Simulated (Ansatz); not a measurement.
# Where K_i (8-fold void) puts its levels in the gap of KBr (Fm-3m)

Charge states of K_i (8-fold void) in KBr (Fm-3m), set against the band edges. Model: a cell of 54 host atoms with 1 K put in.

Method: place-levels on PBEsol runs: charge-transition levels and formation energies with image-charge correction and potential alignment at the atomic sites; PAW set soft_1, in Ansatz 0.2.0.

## Step 1: Starting point

The cell holds 55 atoms: 28 K and 27 Br. Its edges and angles: a = 13.895 Å, b = 13.895 Å, c = 13.895 Å, α = 60.0°, β = 60.0°, γ = 60.0°. It derives from KBr (space group Fm-3m). Nearest the centre at fractional (0.083, 0.750, 0.750): K55 at 0.00 Å, Br54 at 2.84 Å, K17 at 2.84 Å, K13 at 2.84 Å, Br12 at 2.84 Å, K5 at 2.84 Å, Br16 at 2.84 Å, K35 at 2.84 Å.

Known beforehand: the electronic dielectric constant, 2.62, and the static one, 5.31, from a response run on this crystal (DFPT, PBEsol) at that run's own cell.

The cell's shortest repeat is 13.9 Å.

## Step 2: Charge states

Levels follow from differences of total energies between charge states, each relaxed by itself.

Each atom starts 0.05 Å or so off its site in a random direction: a symmetric start keeps its symmetry, and would miss off-centre moves and Jahn–Teller distortions. Forces are taken at one point at (¼, ¼, ¼). The cell holds 1 electron more than the neutral one, with a uniform background that keeps it neutral on the whole.

The sampling was tested on the host first: at the k-points planned (1x1x1 shifted 0.25 0.25 0.25) its energy lies 0.002 eV an atom from the dense-mesh value, under the bound of 0.02 eV set for this test; that bounds the host's error, not the defect's.

One of the inputs; charge, spin and start change from state to state.

qm1.relax/input.yaml

```yaml
crystal:
  lattice:
    - [0.0, 9.82489774, 9.82489774]
    - [9.82489774, 0.0, 9.82489774]
    - [9.82489774, 9.82489774, 0.0]
  atoms:
    - { symbol: K, position: [0.0, 0.0, 0.0] }
    - { symbol: Br, position: [0.16666667, 0.16666667, 0.16666667] }
    - { symbol: K, position: [0.0, 0.0, 0.33333333] }
[... 1 atom line left out ...]
    - { symbol: K, position: [0.0, 0.0, 0.66666667] }
[... 1 atom line left out ...]
    - { symbol: K, position: [0.0, 0.33333333, 0.0] }
[... 2 atom lines left out ...]
    - { symbol: Br, position: [0.16666667, 0.5, 0.5] }
[... 1 atom line left out ...]
    - { symbol: Br, position: [0.16666667, 0.5, 0.83333333] }
    - { symbol: K, position: [0.0, 0.66666667, 0.0] }
[... 2 atom lines left out ...]
    - { symbol: Br, position: [0.16666667, 0.83333333, 0.5] }
    - { symbol: K, position: [0.0, 0.66666667, 0.66666667] }
    - { symbol: Br, position: [0.16666667, 0.83333333, 0.83333333] }
[... 10 atom lines left out ...]
    - { symbol: K, position: [0.33333333, 0.33333333, 0.66666667] }
[... 5 atom lines left out ...]
    - { symbol: K, position: [0.33333333, 0.66666667, 0.66666667] }
[... 1 atom line left out ...]
    - { symbol: K, position: [0.66666667, 0.0, 0.0] }
[... 2 atom lines left out ...]
    - { symbol: Br, position: [0.83333333, 0.16666667, 0.5] }
    - { symbol: K, position: [0.66666667, 0.0, 0.66666667] }
[... 2 atom lines left out ...]
    - { symbol: Br, position: [0.83333333, 0.5, 0.16666667] }
[... 3 atom lines left out ...]
    - { symbol: Br, position: [0.83333333, 0.5, 0.83333333] }
    - { symbol: K, position: [0.66666667, 0.66666667, 0.0] }
[... 2 atom lines left out ...]
    - { symbol: Br, position: [0.83333333, 0.83333333, 0.5] }
[... 1 atom line left out ...]
    - { symbol: Br, position: [0.83333333, 0.83333333, 0.83333333] }
    - { symbol: K, position: [0.083333, 0.75, 0.75] }
  host:
    repeats: [3, 3, 3]
    atoms:
      - { symbol: K, position: [0.0, 0.0, 0.0] }
      - { symbol: Br, position: [0.5, 0.5, 0.5] }
total_charge: -1
basis:
  ecutwfc: 420
  xc_grid: 2
hamiltonian:
  xc: pbesol
  pseudopotentials: { kind: paw, azcp: { folder: soft_1 }, xc_functional: pbe }
kpoints:
  mp_grid: { grid: [1, 1, 1], shift: [0.25, 0.25, 0.25] }
scf:
  occupations: { method: fixed }
  max_iter: 80
output:
  forces: true
  charged_corrections:
    epsilon: 2.62
    static_epsilon: 5.31
    defect_position: [0.083333, 0.75, 0.75]
relax:
  f_tol: 0.02
  max_steps: 80
  random_displacement: { amplitude: 0.05, seed: 921 }
checkpoint:
  write: "../qm1.relax.run"
  compress: false
  write_wavefunctions: true
  write_every: 100000
```

Run with:

```sh
$ ansatz run input.yaml --threads 8 --pin off --max-ram 15073MiB --backend cpu --events-out ev --progress --plain --runs-dir out
```

Defect states can disperse in a cell of this size, so the energy is taken again at a 2×2×2 shifted mesh, on the relaxed structure.

The run of this state that the levels use, under PBEsol:

qm1.point/input.yaml

```yaml
crystal:
  checkpoint: "../qm1.relax.run"
  host: checkpoint
total_charge: -1
basis:
  ecutwfc: 420
  xc_grid: 2
hamiltonian:
  xc: pbesol
  pseudopotentials: { kind: paw, azcp: { folder: soft_1 }, xc_functional: pbe }
kpoints:
  mp_grid: { grid: [2, 2, 2], shift: [0.5, 0.5, 0.5] }
scf:
  occupations: { method: fermi_dirac, width: 0.01 }
  max_iter: 80
output:
  forces: true
  eigenvalues: true
  charged_corrections:
    epsilon: 2.62
    static_epsilon: 5.31
    defect_position: [0.083333, 0.75, 0.75]
  eigenstates: { localisation: true }
  populations: true
  band_densities: [{ bands: [v1, v1] }, { bands: [c1, c1] }]
  write_density: true
  write_potential: true
  volumetric_format: npy
  elf: true
checkpoint:
  read: "../qm1.relax.run"
  write: "../qm1.point.run"
  compress: false
  write_wavefunctions: false
  write_every: 100000
```

Relaxations under PBEsol at one point at (¼, ¼, ¼); times on 8 threads of Intel Xeon Platinum 8259CL at 2.50GHz (Skylake/Cascade Lake), shared host:

| charge | moment (μB) | occupations | outcome | steps | largest displacement against the far atoms (Å) | time |
| --- | --- | --- | --- | --- | --- | --- |
| −1 | 0 | fixed | converged | 5 | 0.46 | 72 s |
| 0 | 1 | fixed | converged | 5 | 0.45 | 2.1 min |
| +1 | 0 | fixed | converged | 5 | 0.46 | 64 s |

Single points under PBEsol at a 2×2×2 shifted mesh; times on 8 threads of Intel Xeon Platinum 8259CL at 2.50GHz (Skylake/Cascade Lake), shared host:

| charge | moment (μB) | occupations | outcome | time |
| --- | --- | --- | --- | --- |
| −1 | 0 | fermi-dirac | converged | 1.7 min |
| 0 | 1 | fermi-dirac | converged | 3.2 min |
| +1 | 0 | fermi-dirac | converged | 93 s |

Distances (Å) from K55 to the nearest atoms after relaxation with PBEsol:

| charge | moment (μB) | 1. | 2. | 3. | 4. | 5. | 6. |
| --- | --- | --- | --- | --- | --- | --- | --- |
| −1 | 0 | Br 2.97 | Br 2.97 | Br 2.97 | Br 2.97 | K 3.29 | K 3.29 |
| 0 | 1 | Br 2.96 | Br 2.96 | Br 2.96 | Br 2.96 | K 3.27 | K 3.28 |
| +1 | 0 | Br 2.95 | Br 2.95 | Br 2.95 | Br 2.95 | K 3.28 | K 3.28 |

## Step 3: Placing the levels, PBEsol

A charged cell interacts with its images and the background, and its potential has another zero than the host's. place-levels removes the first by a point-charge model, screened by the static dielectric constant since the ions have relaxed around the charge, and the second by comparing potentials at atoms far from the defect.

The host is a run of the defect-free crystal in the same cutoffs, grids and k-points, so that basis and sampling errors cancel in part in the differences. The host is run in a cell of 2 atoms on a matching mesh. Its band edges are searched through the zone by a band path, so the gap is smaller than, or equal to, that on the mesh. Chemical potentials are energies per atom of K (bcc), run with the same functional and cutoff.

levels.point.yaml

```yaml
host:
  run: host.point.run
states: [qm1.point.run, q0_M1.point.run, qp1.point.run]
geometry_from:
  qm1.point.run: qm1.relax.run
  q0_M1.point.run: q0_M1.relax.run
  qp1.point.run: qp1.relax.run
chemical_potentials:
  K:
    energy: -1516.030681
    dataset: <sha256 of the dataset>
epsilon: 2.62
static_epsilon: 5.31
vertical:
  - { from: qm1.point.run, to: qm1.point_neutral.run }
  - { from: qp1.point.run, to: qp1.point_neutral.run }
```

Run with:

```sh
$ ansatz place-levels levels.point.yaml -- --threads 8 --pin off --max-ram 15073MiB
```

Numbers of over 12 decimals in the logs are rounded to 6 here.

The program printed:

```text
[... repeated set-up lines and file paths are left out, and long positions are rounded to six places ...]
(+1/0) 4.379 eV above the valence edge (+4.437 eV without the band-filling correction), in the conduction band
(0/-1) 4.394 eV above the valence edge (+4.898 eV without the band-filling correction), in the conduction band
formation energy of charge +1: -2.326 eV with the Fermi level at the valence edge
formation energy of charge 0: +2.054 eV with the Fermi level at the valence edge
formation energy of charge -1: +6.448 eV with the Fermi level at the valence edge
vertical -1 to 0: no energy, since no alignment is typed
  the change from vertical[0].from (qm1.point.run) to vertical[0].to (qm1.point_neutral.run): by its potential at epsilon 2.62 it stands at 0.047 0.712 0.714, with an rms radius of about 6.6 Å (3.8 3.8 3.8 Å across the planes of the cell's vectors); [...]
vertical +1 to 0: no energy, since no alignment is typed
  the change from vertical[1].from (qp1.point.run) to vertical[1].to (qp1.point_neutral.run): by its potential at epsilon 2.62 it stands at 0.057 0.722 0.723, with an rms radius of about 6.1 Å (3.5 3.5 3.5 Å across the planes of the cell's vectors); [...]
  edges by pbesol, gap 4.338 eV; the host is sampled to repeats of 27.79 Å
  the defect's cells are sampled to repeats of 27.79 Å, like sampling
  charge +1: -116431.4351 eV with its correction of +0.475 eV, at epsilon 5.31, aligned at sites: +0.1590 eV, mean over 22 atomic sites at or beyond 6.95 Å from the defect at [0.0833, 0.7500, 0.7500], with +0.000000 for the charge's moments and without [...]
  charge 0: +0.000 eV for its dipole among its images, +0.000 omitted
  charge -1: -116419.8126 eV with its correction of +0.007 eV, at epsilon 5.31, aligned at sites: +0.3092 eV, mean over 22 atomic sites at or beyond 6.95 Å from the defect at [0.0833, 0.7500, 0.7500], with +0.000000 for the charge's moments and without [...]
  of states[2] (qp1.point.run): it parts from the run at its places by a charge that spreads by about 3.5 Å along one vector (2 Å or more is wide), by its potential at epsilon 2.62, taken for that of held ions (one typed too small widens it), where the cell [...]
  of states[1] (q0_M1.point.run): a band-filling correction moves a carrier to the host's band edge, which changes its energy by -0.057 eV; its displacements don't fall off away from the defect: farther atoms stand 0.037 Å off the host's places. [...]
  of states[0] (qm1.point.run): how wide its charge is, is not read beside other atoms or cores, and a band state would take no correction. [...]
  of vertical[0].from (qm1.point.run): its displacements don't fall off away from the defect: farther atoms stand 0.043 Å off the host's places. [...]
  of vertical[0].to (qm1.point_neutral.run): its displacements don't fall off away from the defect: farther atoms stand 0.043 Å off the host's places. [...]
  of vertical[1].from (qp1.point.run): its displacements don't fall off away from the defect: farther atoms stand 0.038 Å off the host's places. [...]
  of vertical[1].to (qp1.point_neutral.run): its displacements don't fall off away from the defect: farther atoms stand 0.038 Å off the host's places. [...]
```

Wall time 0.53 s (8 threads of Intel Xeon Platinum 8259CL at 2.50GHz (Skylake/Cascade Lake), shared host).

Levels between the charges placed, in eV above the valence top:

|  | gap (eV) | (+1/0) | (0/−1) |
| --- | --- | --- | --- |
| PBEsol | 4.34 | 4.38 | 4.39 |

Corrections by state:

| charge | moment (μB) | image terms and alignment (eV) | band filling (eV) | ε used | over the lowest of its charge, as the program ranks them, band filling apart (eV) |
| --- | --- | --- | --- | --- | --- |
| +1 | 0.0 | 0.475 | - | 5.31 | 0.000 |
| 0 | 1.0 | 0.000 | -0.057 | - | 0.000 |
| −1 | 0.0 | 0.007 | -0.562 | 5.31 | 0.000 |

The charged structures listed were also run neutral, and place-levels reads from each pair, by the potential or the spins, how wide the charge is by which they differ; that can be the carrier of either run.

| charge | rms radius (Å) | spread where it is widest against the cell (Å) | wide from (Å) | reading |
| --- | --- | --- | --- | --- |
| +1 | 6.1 | 3.54 | 1.96 | wide |
| −1 | 6.6 | 3.84 | 1.96 | wide |

The neutral runs of these pairs need not share the spin of the lowest neutral state, and very wide values only mean spread over the cell.

From the program's caveats on the states, each cut to its opening words:

- charge +1: it parts from the run at its places by a charge that spreads by about 3.5 Å along one vector (2 Å or more is wide), by its potential at epsilon 2.62, taken for [...]
- charge +1: its displacements don't fall off away from the defect: farther atoms stand 0.038 Å off the host's places
- charge 0 (1 μB): a band-filling correction moves a carrier to the host's band edge, which changes its energy by -0.057 eV
- charge 0 (1 μB): its displacements don't fall off away from the defect: farther atoms stand 0.037 Å off the host's places
- charge 0 (1 μB): its moments are held at its close (magnetization.spin_locking), by a field of 0.170 eV a Bohr magneton, and its energy and levels are of the state that this [...]
- charge −1: how wide its charge is, is not read beside other atoms or cores, and a band state would take no correction
- charge −1: a band-filling correction moves a carrier to the host's band edge, which changes its energy by -0.562 eV
- charge −1: its alignment with the host at atomic sites is doubtful: the mean over the far sites moves by -0.0657 eV from their farther parts to their nearer, more than [...]
- charge −1: its displacements don't fall off away from the defect: farther atoms stand 0.043 Å off the host's places

The host's formation energy from the elements is -1.741 eV per atom; it sets how far the chemical potentials can move.

Formation energies (eV), Br-rich (Δμ(Br) = 0.00 eV, Δμ(K) = -3.48 eV):

| charge | Fermi level at the valence top | at the conduction bottom |
| --- | --- | --- |
| +1 | 1.16 | 5.49 |
| 0 | 5.54 | 5.54 |
| −1 | 9.93 | 5.59 |

Formation energies (eV), K-rich (Δμ(K) = 0.00 eV, Δμ(Br) = -3.48 eV):

| charge | Fermi level at the valence top | at the conduction bottom |
| --- | --- | --- |
| +1 | -2.33 | 2.01 |
| 0 | 2.05 | 2.05 |
| −1 | 6.45 | 2.11 |

## Step 4: The same at the relaxations' own k-points

The relaxations' own energies give the levels at their sampling, for comparison.

levels.relax_mesh.yaml

```yaml
host:
  run: host.relax.run
states: [qm1.relax.run, q0_M1.relax.run, qp1.relax.run]
chemical_potentials:
  K:
    energy: -1516.030681
    dataset: <sha256 of the dataset>
```

Run with:

```sh
$ ansatz place-levels levels.relax_mesh.yaml -- --threads 8 --pin off --max-ram 15073MiB
```

The program printed:

```text
(+1/0) 4.130 eV above the valence edge, 0.206 eV under the conduction edge
[...]
formation energy of charge +1: -2.327 eV with the Fermi level at the valence edge
formation energy of charge 0: +1.803 eV with the Fermi level at the valence edge
formation energy of charge -1: +6.185 eV with the Fermi level at the valence edge
  edges by pbesol, gap 4.336 eV; the host is sampled to repeats of 13.89 Å
[... the lines on each state left out ...]
```

The job ended after 0.19 s (8 threads).

Levels between neighbouring charges, in eV above the valence top:

|  | gap (eV) | (+1/0) | (0/−1) |
| --- | --- | --- | --- |
| one point at (¼, ¼, ¼) | 4.34 | 4.13 | 4.38 |
| a 2×2×2 shifted mesh | 4.34 | 4.38 | 4.39 |

Going from one point at (¼, ¼, ¼) to a 2×2×2 shifted mesh moves formation energies against the elements by up to 0.26 eV; band-filling terms, which differ between samplings, are in these energies.

## Step 5: Outcome

| Property | Result |
| --- | --- |
| gap of the host | 4.34 eV (PBEsol) |
| level (plus 1/0) | 4.38 eV above the valence top, past the conduction bottom (4.44 eV above the valence top without the band-filling term) |
| level (0/minus 1) | 4.39 eV above the valence top, past the conduction bottom (4.90 eV above the valence top without the band-filling term) |
| lowest of the charges placed, just above the valence top (0.02 eV) | +1 |
| lowest of the charges placed, just below the conduction bottom (0.02 eV) | +1 |
| lowest formation energy at mid-gap of the charges run, Br-rich | 3.33 eV |
| lowest formation energy at mid-gap of the charges run, K-rich | -0.16 eV |

**Reading.** Of the charges placed (−1, 0 and +1), +1 is the lowest from 0.02 eV above the valence top to 0.02 eV below the conduction bottom, a gap of 4.34 eV. Charges above +1 were not placed, so these runs say nothing of levels that involve them. States placed: +1 at 0 μB; 0 at 1 μB; −1 at 0 μB. Other spin states or structures, where not listed, weren't placed. The program finds carriers beyond a band edge of the host and adds a band-filling term at charge −1 (-0.56 eV) and 0 (-0.06 eV); steps to such a charge show no bound level, and a defect level inside a band would be read the same way. Going from one point at (¼, ¼, ¼) to a 2×2×2 shifted mesh moves formation energies against the elements by up to 0.26 eV; band-filling terms, which differ between samplings, are in these energies. The program doubts the alignment of potentials for at least one state, a sign that the cell is small. Limits: PBEsol makes the gap too small and tends to spread out bound carriers.

[Logs are printed without paths, hosts, clocks, repeated set-up lines and the standing remarks that a program may print on its own settings, such as how far it seeks lower states.]

[Hosts, paths, dates, database ids (printed as entryN), source tags and the programs' standing remarks are cut or masked in the printed files.]

[Where a table of states has a column of steps, it counts the stored structures, which are thinned; the runs took as many ionic steps or more.]

[A defect's name tells the site on which it was built; relaxed atoms can leave that site.]

[For some hosts the program warned that the k-mesh of the response run may be too coarse for force constants and the static dielectric constant; such warnings are not shown here.]
